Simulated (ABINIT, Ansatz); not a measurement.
# TiO2 (Rutile): G0W0 with ABINIT, start to end, part 3 of 3

Wanted: ground state, empty states, screening and self-energy for TiO2 (Rutile).

ABINIT 10.8.3; LDA and many-body steps on it, plane waves. Known limits of the many-body steps: short of the basis limit; coarse k mesh.

So far. Step 4 (Empty states on the mesh, 4×4×4 mesh, 152 bands): On this mesh the gap is 1.836 eV. Step 5 (Screening, 4×4×4 mesh, 144 bands, screening to 149.7 eV): Local fields lower ε∞ by 5 %. On a Γ-centred mesh this coarse the value itself is usually too large, while a short band sum pulls it down.

## 6. Self-energy, 4×4×4 mesh, 144 bands, screening to 149.7 eV

The self-energy is evaluated for the states that the input lists, and the quasiparticle equation is solved.

This step: G0W0 on LDA, plane waves, norm-conserving pseudopotentials.

The input, run.abi:

```
acell 3*1.0 Angstrom
rprim 
  4.592200000000 0.000000000000 0.000000000000
  0.000000000000 4.592200000000 0.000000000000
  0.000000000000 0.000000000000 2.957400000000
ntypat 2
znucl 22 8
natom 6
typat 1 1 2 2 2 2
xred 
  0.000000000000 0.000000000000 0.000000000000
  0.500000000000 0.500000000000 0.500000000000
  0.304960000000 0.304960000000 0.000000000000
  0.195040000000 0.804960000000 0.500000000000
  0.695040000000 0.695040000000 0.000000000000
  0.804960000000 0.195040000000 0.500000000000
pp_dirpath "pseudos"
pseudos "Ti.upf, O.upf"
ecut 38
ngkpt 4 4 4
nshiftk 1
shiftk 0 0 0
kptopt 1
chksymbreak 0
istwfk *1
occopt 1
irdwfk 1
optdriver 4
nband 144
gwcalctyp 0
ecutsigx 38
symsigma 1
nkptgw 1
kptgw 
  0.0000000000 0.0000000000 0.0000000000
bdgw 
  22 26
ecuteps 5.5
irdscr 1
ppmodel 1
indata_prefix "in"
outdata_prefix "out"
tmpdata_prefix "tmp"
```

Command:

```bash
> OMP_NUM_THREADS=1 mpirun -n 16 abinit run.abi > log
```

The program printed:

```text
.Version 10.8.3 of ABINIT. v10.8.2 released Aug 2026.

 Symmetries : space group P4_2/m n m (#136); Bravais tP (primitive tetrag.)
[... echo of the input left out ...]
== DATASET  1 ==================================================================
-   mpi_nproc: 16, omp_nthreads: 1 (-1 if OMP is not activated)

--- !DatasetInfo
iteration_state: {dtset: 1, }
dimensions: {natom: 6, nkpt: 18, mband: 144, nsppol: 1, nspinor: 1, nspden: 1, mpw: 4748, }
cutoff_energies: {ecut:  38.0, pawecutdg:  -1.0, }
electrons: {nelect:   4.80000000E+01, charge:   0.00000000E+00, occopt:   1.00000000E+00, tsmear:   1.00000000E-02, }

 SIGMA: Calculation of the GW corrections

 Based on a program developped by R.W. Godby, V. Olevano, G. Onida, and L. Reining.
 Incorporated in ABINIT by V. Olevano, G.-M. Rignanese, and M. Torrent.
.Using double precision arithmetic ; gwpc =  8

[... cell and pseudopotentials left out ...]
--------------------------------------------------------------------------------

 ==== K-mesh for the wavefunctions ====
 Number of points in the irreducible wedge :    18
[... list of points left out ...]
 Together with 16 symmetry operations and time-reversal symmetry
 yields    64 points in the full Brillouin Zone.

 ==== Q-mesh for screening function ====
 Number of points in the irreducible wedge :    18
[... list of points left out ...]
 Together with 16 symmetry operations and time-reversal symmetry
 yields    64 points in the full Brillouin Zone.

 vcoul_init : cutoff-mode = AUXILIARY_FUNCTION
 q-points for optical limit:   1
     1)      0.000010    0.000020    0.000030
 setmesh: FFT mesh size selected  =    50x   50x   32
          total number of points  =        80000

 Number of electrons calculated from density =   48.0000; Expected =   48.0000
 average of density, n =  0.114049
 r_s =    1.2792
 omega_plasma =   32.5763 [eV]

 === KS Band Gaps ===
  >>>> For spin  1
   Minimum direct gap =   1.8359 [eV], located at k-point      :   0.0000  0.0000  0.0000
   Fundamental gap    =   1.8359 [eV], Top of valence bands at :   0.0000  0.0000  0.0000
                                       Bottom of conduction at :   0.0000  0.0000  0.0000
 SIGMA fundamental parameters:
 PLASMON POLE MODEL  1
 number of plane-waves for SigmaX                 4679
 number of plane-waves for SigmaC and W            265
 number of plane-waves for wavefunctions          4679
 number of bands                                   144
 number of independent spin polarizations            1
 number of spinorial components                      1
 number of k-points in IBZ                          18
 number of q-points in IBZ                          18
 number of symmetry operations                      16
 number of k-points in BZ                           64
 number of q-points in BZ                           64
 number of frequencies for dSigma/dE                 9
 frequency step for dSigma/dE [eV]                0.25
 number of omega for Sigma on real axis              0
 max omega for Sigma on real axis  [eV]           0.00
 zcut for avoiding poles [eV]                     0.10

 EPSILON^-1 parameters (SCR file):
 dimension of the eps^-1 matrix on file            265
 dimension of the eps^-1 matrix used               265
 number of plane-waves for wavefunctions          4679
 number of bands                                   144
 number of q-points in IBZ                          18
 number of frequencies                               2
 number of real frequencies                          1
 number of imag frequencies                          1

 matrix elements of self-energy operator (all in [eV])

 Perturbative Calculation

--- !SelfEnergy_ee
iteration_state: {dtset: 1, }
kpoint     : [   0.000,    0.000,    0.000, ]
spin       : 1
KS_gap     :    1.836
QP_gap     :    3.421
Delta_QP_KS:    1.585
data: !SigmaeeData |
     Band     E0 <VxcDFT>   SigX SigC(E0)      Z dSigC/dE  Sig(E)    E-E0       E
       22   4.794 -20.412 -25.069   4.700   0.769  -0.300 -20.379   0.032   4.826
       23   4.794 -20.412 -25.069   4.700   0.769  -0.300 -20.379   0.032   4.826
       24   5.252 -20.169 -24.942   4.849   0.763  -0.310 -20.111   0.058   5.310
       25   7.087 -20.077 -12.040  -5.911   0.773  -0.294 -18.434   1.643   8.730
       26   7.371 -19.692 -12.025  -5.663   0.780  -0.282 -18.129   1.563   8.934

== END DATASET(S) ==============================================================
================================================================================

 -outvars: echo values of variables after computation  --------
           etotal      0.0000000000E+00
            nband         144
             nkpt          18
          spgroup         136
 [... the other variables as echoed above ...]

 Calculation completed.
```

It took 9.4 s on 16 MPI ranks of Arm Neoverse N1, shared host; peak memory 3.9 GiB; 2.5 min of CPU time.

This step gave:

```yaml
g0w0_gap_on_the_mesh: 3.420 eV
starting_gap_on_the_mesh: 1.836 eV
k_of_the_valence_top: 0, 0, 0
k_of_the_conduction_bottom: 0, 0, 0
z_at_the_valence_top: 0.763
z_at_the_conduction_bottom: 0.773
least_direct_g0w0_gap_on_the_computed_points: 3.420 eV
```

The gap on the mesh goes from 1.84 eV to 3.42 eV, a correction of +1.58 eV.

Limits: finite bands, cutoff and mesh; coarse k mesh. v1 is the top filled band, c1 the lowest empty one. Levels before and after the correction, in eV, zero at the valence-band top of each column:

|  | conduction bottom | valence top |
| --- | --- | --- |
| Kohn-Sham | 1.84 | 0.00 |
| G0W0 | 3.42 | 0.00 |

|  | level | energy (eV) |
| --- | --- | --- |
| Kohn-Sham | Γ v3-v2 | -0.458 |
| Kohn-Sham | Γ v1 | 0.000 |
| Kohn-Sham | Γ c1 | 1.836 |
| Kohn-Sham | Γ c2 | 2.119 |
| G0W0 | Γ v3-v2 | -0.484 |
| G0W0 | Γ v1 | 0.000 |
| G0W0 | Γ c1 | 3.420 |
| G0W0 | Γ c2 | 3.624 |

## 7. Where the time went

Times are wall times on 16 MPI ranks of Arm Neoverse N1, shared host, good to a factor of about two.

| step | time | share | memory (GiB) |
| --- | --- | --- | --- |
| ground state | 31 s | 6 % | 1.2 |
| bands along the symmetry lines | 42 s | 8 % | 1.1 |
| empty states on the mesh | 4.1 min | 45 % | 20 |
| screening | 3.6 min | 40 % | 6.7 |
| self-energy | 9.4 s | 2 % | 3.9 |

## 8. Outcome

```yaml
lda_gap: 1.84 eV, direct
g0w0_gap_on_the_mesh: 3.42 eV
gw_settings: 4×4×4 mesh, 144 bands, screening to 149.7 eV, Godby-Needs plasmon pole
known_limits: short of the basis limit; coarse k mesh
```

In words: G0W0 moves the gap on the mesh from 1.84 eV to 3.42 eV (+1.58 eV), with Z of 0.76 and 0.77 at the edges. Local fields lower the RPA ε∞ on this mesh from 9.35 to 8.92; a Γ-centred mesh this coarse tends to raise both, most where the direct gap is narrow, while a short band sum lowers them. Against experiment, by G0W0@LDA: the direct gap of 3.42 eV lies +0.39 eV from the measured 3.03 eV (direct, 1.6 K, quoted 2020); the gap of 3.42 eV lies +0.39 eV from the measured 3.03 eV (kind not stated, quoted 2016); the gap of 3.42 eV lies +0.33 eV from the measured 3.09 ± 0.06 eV (indirect, on SiO2 (quartz particles), 2024); the gap of 3.42 eV lies +0.14 eV from the measured 3.28 eV (optical, 2023); the gap of 3.42 eV lies +0.37 eV from the measured 3.05 eV (kind not stated, quoted 2021). An exciton line or allowed optical edge lies below the quasiparticle gap by the binding energy; a forbidden edge can push the onset above it. The calculation has static nuclei and no excitons; a measured gap holds zero-point and thermal motion, which mostly lowers it. Bands and cutoff are finite, so the gap stands short of the basis limit, usually by up to a few tenths of an eV; the mesh is an error of its own. The 4×4×4 mesh is coarse for this cell, which bears on the long-range parts of exchange and screening.

[Long decimals in the printed logs are rounded to 6 places.]

[Logs are printed without paths, hosts, clocks, repeated set-up lines and the standing remarks that a program may print on its own settings, such as how far it seeks lower states.]

[Paths, hosts, dates, memory and timing lines, banners, echoed tables and standing remarks are left out of the program output; an Ansatz launch command may be rebuilt from the run's recorded settings. Measured values are a selection of at most five: reports struck by readers or far from the other reports are left out. None is set beside runs whose start may be inverted or whose files or cutoffs have a known fault.]

[Runs of the session that timed out or met a known fault of the program may be left out.]

[Hosts, paths, dates, database ids (printed as entryN), source tags and the programs' standing remarks are cut or masked in the printed files.]

[G0W0 gaps are taken among the corrected bands and points alone; a level outside them can change the order at an edge.]

[Where Ansatz stands beside ABINIT at settings called matched, ABINIT's density can come from a denser mesh and the files from another edition; pairs whose starting gaps differed by over 0.03 eV were left out, so agreement reads better than it is.]
